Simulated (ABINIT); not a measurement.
# TiO2 (Rutile): G0W0 with ABINIT, start to end, part 3 of 3

Aim: the G0W0 gap of TiO2 (Rutile) on PBE, step by step.

ABINIT 10.8.3; PBE and many-body steps on it, plane waves. Known limits of the many-body steps: not at the basis limit; coarse k mesh.

So far. Step 3 (Bands along the symmetry lines): The gap is 1.917 eV, as in the run before at this level. Step 4 (Empty states on the mesh, 4×4×4 mesh, 100 bands): On this mesh the gap is 1.917 eV.

## Step 5: Screening, 4×4×4 mesh, 92 bands, screening to 103.4 eV

The RPA dielectric matrix is built and inverted for each q.

This step: RPA screening on PBE, plane waves, norm-conserving pseudopotentials.

The input, run.abi:

```
acell 3*1.0 Angstrom
rprim 
  4.592200000000 0.000000000000 0.000000000000
  0.000000000000 4.592200000000 0.000000000000
  0.000000000000 0.000000000000 2.957400000000
ntypat 2
znucl 22 8
natom 6
typat 1 1 2 2 2 2
xred 
  0.000000000000 0.000000000000 0.000000000000
  0.500000000000 0.500000000000 0.500000000000
  0.304960000000 0.304960000000 0.000000000000
  0.195040000000 0.804960000000 0.500000000000
  0.695040000000 0.695040000000 0.000000000000
  0.804960000000 0.195040000000 0.500000000000
pp_dirpath "pseudos"
pseudos "Ti.upf, O.upf"
ecut 38
ngkpt 4 4 4
nshiftk 1
shiftk 0 0 0
kptopt 1
chksymbreak 0
istwfk *1
occopt 1
irdwfk 1
optdriver 3
nband 92
ecuteps 3.8
inclvkb 2
awtr 1
symchi 1
indata_prefix "in"
outdata_prefix "out"
tmpdata_prefix "tmp"
```

Started as:

```sh
OMP_NUM_THREADS=1 mpirun -n 4 abinit run.abi > log
```

Numbers of over 12 decimals in the logs are rounded to 6 here.

The program printed:

```text
.Version 10.8.3 of ABINIT. v10.8.2 released Aug 2026.

 Symmetries : space group P4_2/m n m (#136); Bravais tP (primitive tetrag.)
[... echo of the input left out ...]
== DATASET  1 ==================================================================
-   mpi_nproc: 4, omp_nthreads: 1 (-1 if OMP is not activated)

--- !DatasetInfo
iteration_state: {dtset: 1, }
dimensions: {natom: 6, nkpt: 18, mband: 92, nsppol: 1, nspinor: 1, nspden: 1, mpw: 4748, }
cutoff_energies: {ecut:  38.0, pawecutdg:  -1.0, }
electrons: {nelect:   4.80000000E+01, charge:   0.00000000E+00, occopt:   1.00000000E+00, tsmear:   1.00000000E-02, }

 SCREENING: Calculation of the susceptibility and dielectric matrices

 Based on a program developped by R.W. Godby, V. Olevano, G. Onida, and L. Reining.
 Incorporated in ABINIT by V. Olevano, G.-M. Rignanese, and M. Torrent.
.Using double precision arithmetic ; gwpc =  8

[... cell and pseudopotentials left out ...]
--------------------------------------------------------------------------------

 ==== K-mesh for the wavefunctions ====
 Number of points in the irreducible wedge :    18
[... list of points left out ...]
 Together with 16 symmetry operations and time-reversal symmetry
 yields    64 points in the full Brillouin Zone.

 ==== Q-mesh for the screening function ====
 Number of points in the irreducible wedge :    18
[... list of points left out ...]
 Together with 16 symmetry operations and time-reversal symmetry
 yields    64 points in the full Brillouin Zone.

 setmesh: FFT mesh size selected  =    32x   32x   24
          total number of points  =        24576

 vcoul_init : cutoff-mode = AUXILIARY_FUNCTION
 q-points for optical limit:   1
     1)      0.000010    0.000020    0.000030

- screening: taking advantage of time-reversal symmetry
- Maximum band index for partially occupied states nbvw = 24
- Remaining bands to be divided among processors   nbcw = 68
- Number of bands treated by each node ~17

 Number of electrons calculated from density =   48.0000; Expected =   48.0000
 average of density, n =  0.114049
 r_s =    1.2792
 omega_plasma =   32.5763 [eV]

 calculating chi0 at frequencies [eV] :
  1    0.000000E+00    0.000000E+00
  2    0.000000E+00    3.257632E+01

--------------------------------------------------------------------------------
  q-point number  1        q = ( 0.000000, 0.000000, 0.000000) [r.l.u.]
--------------------------------------------------------------------------------
[... chi0 elements left out ...]
 For q-point:  0.000010 0.000020 0.000030
  dielectric constant =   8.6104
  dielectric constant without local fields =   8.9524

  Average fulfillment of the sum rule on Im[epsilon] for q-point    1 :     50.59  [%]
[... wings left out ...]
  q-point number  2        q = ( 0.250000, 0.000000, 0.000000) [r.l.u.]
--------------------------------------------------------------------------------
[... chi0 elements left out ...]
  Average fulfillment of the sum rule on Im[epsilon] for q-point    2 :     64.65  [%]

 [... 16 further q-points ...]
```

The job ended after 2.3 min (4 MPI ranks of Arm Neoverse V2, shared host; peak memory 1.8 GiB).

This step gave:

```
ε∞ with local fields, on this mesh, along the program's q direction : 8.610
the same without local fields                                       : 8.952
plasma frequency                                                    : 32.58 eV
plane waves in the screening matrix                                 : 145
```

Local fields lower ε∞ by 4 %. On a Γ-centred mesh this coarse the value itself is usually too large, while a short band sum pulls it down.

## Step 6: Self-energy, 4×4×4 mesh, 92 bands, screening to 103.4 eV

The self-energy is evaluated for the states that the input lists, and the levels follow from it, in one-shot runs by the linearised quasiparticle equation.

This step: G0W0 on PBE, plane waves, norm-conserving pseudopotentials.

Changes to run.abi since step 5:

```diff
@@ -27,8 +27,15 @@
 irdwfk 1
-optdriver 3
+optdriver 4
 nband 92
+gwcalctyp 0
+ecutsigx 38
+symsigma 1
+nkptgw 1
+kptgw 
+  0.0000000000 0.0000000000 0.0000000000
+bdgw 
+  22 26
 ecuteps 3.8
-inclvkb 2
-awtr 1
-symchi 1
+irdscr 1
+ppmodel 1
 indata_prefix "in"
```

The program printed:

```text
.Version 10.8.3 of ABINIT. v10.8.2 released Aug 2026.

 Symmetries : space group P4_2/m n m (#136); Bravais tP (primitive tetrag.)
[... echo of the input left out ...]
== DATASET  1 ==================================================================
-   mpi_nproc: 4, omp_nthreads: 1 (-1 if OMP is not activated)

--- !DatasetInfo
iteration_state: {dtset: 1, }
dimensions: {natom: 6, nkpt: 18, mband: 92, nsppol: 1, nspinor: 1, nspden: 1, mpw: 4748, }
cutoff_energies: {ecut:  38.0, pawecutdg:  -1.0, }
electrons: {nelect:   4.80000000E+01, charge:   0.00000000E+00, occopt:   1.00000000E+00, tsmear:   1.00000000E-02, }

 SIGMA: Calculation of the GW corrections

 Based on a program developped by R.W. Godby, V. Olevano, G. Onida, and L. Reining.
 Incorporated in ABINIT by V. Olevano, G.-M. Rignanese, and M. Torrent.
.Using double precision arithmetic ; gwpc =  8

[... cell and pseudopotentials left out ...]
--------------------------------------------------------------------------------

 ==== K-mesh for the wavefunctions ====
 Number of points in the irreducible wedge :    18
[... list of points left out ...]
 Together with 16 symmetry operations and time-reversal symmetry
 yields    64 points in the full Brillouin Zone.

 ==== Q-mesh for screening function ====
 Number of points in the irreducible wedge :    18
[... list of points left out ...]
 Together with 16 symmetry operations and time-reversal symmetry
 yields    64 points in the full Brillouin Zone.

 vcoul_init : cutoff-mode = AUXILIARY_FUNCTION
 q-points for optical limit:   1
     1)      0.000010    0.000020    0.000030
 setmesh: FFT mesh size selected  =    50x   50x   32
          total number of points  =        80000

 Number of electrons calculated from density =   48.0000; Expected =   48.0000
 average of density, n =  0.114049
 r_s =    1.2792
 omega_plasma =   32.5763 [eV]

 === KS Band Gaps ===
  >>>> For spin  1
   Minimum direct gap =   1.9166 [eV], located at k-point      :   0.0000  0.0000  0.0000
   Fundamental gap    =   1.9166 [eV], Top of valence bands at :   0.0000  0.0000  0.0000
                                       Bottom of conduction at :   0.0000  0.0000  0.0000
 SIGMA fundamental parameters:
 PLASMON POLE MODEL  1
 number of plane-waves for SigmaX                 4679
 number of plane-waves for SigmaC and W            145
 number of plane-waves for wavefunctions          4679
 number of bands                                    92
 number of independent spin polarizations            1
 number of spinorial components                      1
 number of k-points in IBZ                          18
 number of q-points in IBZ                          18
 number of symmetry operations                      16
 number of k-points in BZ                           64
 number of q-points in BZ                           64
 number of frequencies for dSigma/dE                 9
 frequency step for dSigma/dE [eV]                0.25
 number of omega for Sigma on real axis              0
 max omega for Sigma on real axis  [eV]           0.00
 zcut for avoiding poles [eV]                     0.10

 EPSILON^-1 parameters (SCR file):
 dimension of the eps^-1 matrix on file            145
 dimension of the eps^-1 matrix used               145
 number of plane-waves for wavefunctions          4679
 number of bands                                    92
 number of q-points in IBZ                          18
 number of frequencies                               2
 number of real frequencies                          1
 number of imag frequencies                          1

 matrix elements of self-energy operator (all in [eV])

 Perturbative Calculation

--- !SelfEnergy_ee
iteration_state: {dtset: 1, }
kpoint     : [   0.000,    0.000,    0.000, ]
spin       : 1
KS_gap     :    1.917
QP_gap     :    3.385
Delta_QP_KS:    1.468
data: !SigmaeeData |
     Band     E0 <VxcDFT>   SigX SigC(E0)      Z dSigC/dE  Sig(E)    E-E0       E
       22   5.208 -20.672 -25.174   4.942   0.773  -0.294 -20.332   0.340   5.548
       23   5.208 -20.672 -25.174   4.942   0.773  -0.294 -20.332   0.340   5.548
       24   5.660 -20.448 -25.098   5.122   0.767  -0.304 -20.086   0.362   6.022
       25   7.576 -20.150 -12.063  -5.747   0.782  -0.278 -18.320   1.830   9.407
       26   7.879 -19.778 -12.069  -5.505   0.783  -0.277 -18.051   1.727   9.606

== END DATASET(S) ==============================================================
================================================================================

 -outvars: echo values of variables after computation  --------
           etotal      0.0000000000E+00
            nband          92
             nkpt          18
          spgroup         136
 [... the other variables as echoed above ...]

 Calculation completed.
```

Run time: 5.2 s. Hardware: 4 MPI ranks; peak memory 1.1 GiB; 20 s of CPU time.

This step gave:

```
G0W0 gap on the points computed              : 3.385 eV
starting gap on the mesh                     : 1.917 eV
k of the valence top                         : 0, 0, 0
k of the conduction bottom                   : 0, 0, 0
Z at the valence top                         : 0.767
Z at the conduction bottom                   : 0.782
least direct G0W0 gap on the computed points : 3.385 eV
```

The gap on the mesh goes from 1.92 eV to 3.38 eV, a correction of +1.47 eV.

Limits: finite bands, cutoff and mesh; coarse k mesh. v1 is the top filled band, c1 the lowest empty one. Levels before and after the correction, in eV, zero at the valence-band top of each column:

|  | conduction bottom | valence top |
| --- | --- | --- |
| Kohn-Sham | 1.92 | 0.00 |
| G0W0 | 3.38 | 0.00 |

|  | level | energy (eV) |
| --- | --- | --- |
| Kohn-Sham | Γ v3-v2 | -0.452 |
| Kohn-Sham | Γ v1 | 0.000 |
| Kohn-Sham | Γ c1 | 1.917 |
| Kohn-Sham | Γ c2 | 2.219 |
| G0W0 | Γ v3-v2 | -0.474 |
| G0W0 | Γ v1 | 0.000 |
| G0W0 | Γ c1 | 3.385 |
| G0W0 | Γ c2 | 3.584 |

## Step 7: Where the time went

Times are wall times on 4 MPI ranks of Arm Neoverse V2, shared host, good to a factor of about two.

| step | time | share | memory (GiB) |
| --- | --- | --- | --- |
| ground state | 64 s | 18 % | 0.36 |
| bands along the symmetry lines | 81 s | 24 % | 0.43 |
| empty states on the mesh | 57 s | 17 % | 0.42 |
| screening | 2.3 min | 40 % | 1.8 |
| self-energy | 5.2 s | 1 % | 1.1 |

## Step 8: What came out

```json
{
  "PBE gap": "1.92 eV, direct",
  "G0W0 gap on the mesh": "3.38 eV",
  "GW settings": "4×4×4 mesh, 92 bands, screening to 103.4 eV, Godby-Needs plasmon pole",
  "known limits": "not at the basis limit; coarse k mesh"
}
```

G0W0 moves the gap on the mesh from 1.92 eV to 3.38 eV (+1.47 eV), with Z of 0.77 and 0.78 at the edges. Local fields lower the RPA ε∞ on this mesh from 8.95 to 8.61; a Γ-centred mesh this coarse tends to raise both, most where the direct gap is narrow, while a short band sum lowers them. Only 1 of the mesh's irreducible points was corrected, so a valley elsewhere could overtake. The dearest step here is «screening». Against experiment, by G0W0@PBE: the gap of 3.38 eV lies +0.29 eV from the measured 3.09 ± 0.06 eV (indirect, on SiO2 (quartz particles), 2024); the gap of 3.38 eV lies +0.10 eV from the measured 3.28 eV (optical, 2023); the gap of 3.38 eV lies +0.33 eV from the measured 3.05 eV (kind not stated, quoted 2021); the gap of 3.38 eV lies +0.35 eV from the measured 3.03 eV (kind not stated, quoted 2016). An exciton line or allowed optical edge lies below the quasiparticle gap by the binding energy; a forbidden edge can push the onset above it. The calculation has static nuclei and no excitons; a measured gap holds zero-point and thermal motion, which mostly lowers it. Bands and cutoff are finite, so the gap is not at the basis limit. The miss can reach some tenths of an eV and take either sign; the mesh is an error of its own. In the G0W0 run levels were corrected at 1 k point alone, so a gap called «on the mesh» is the least over those, and an edge elsewhere would be missed. The 4×4×4 mesh is coarse for this cell, which bears on the long-range parts of exchange and screening.

[Paths, hosts, dates, memory and timing lines, banners, echoed tables and standing remarks are left out of the program output.]

[Logs are printed without paths, hosts, clocks, repeated set-up lines and the standing remarks that a program may print on its own settings, such as how far it seeks lower states.]

[Runs of the session that timed out or met a known fault of the program may be left out.]

[Hosts, paths, dates, database ids (printed as entryN), source tags and the programs' standing remarks are cut or masked in the printed files.]

[G0W0 gaps are taken among the corrected bands and points alone; a level outside them can change the order at an edge.]

[Where Ansatz stands beside ABINIT at settings called matched, ABINIT's density can come from a denser mesh and the files from another edition; pairs whose starting gaps differed by over 0.03 eV were left out, so agreement reads better than it is.]
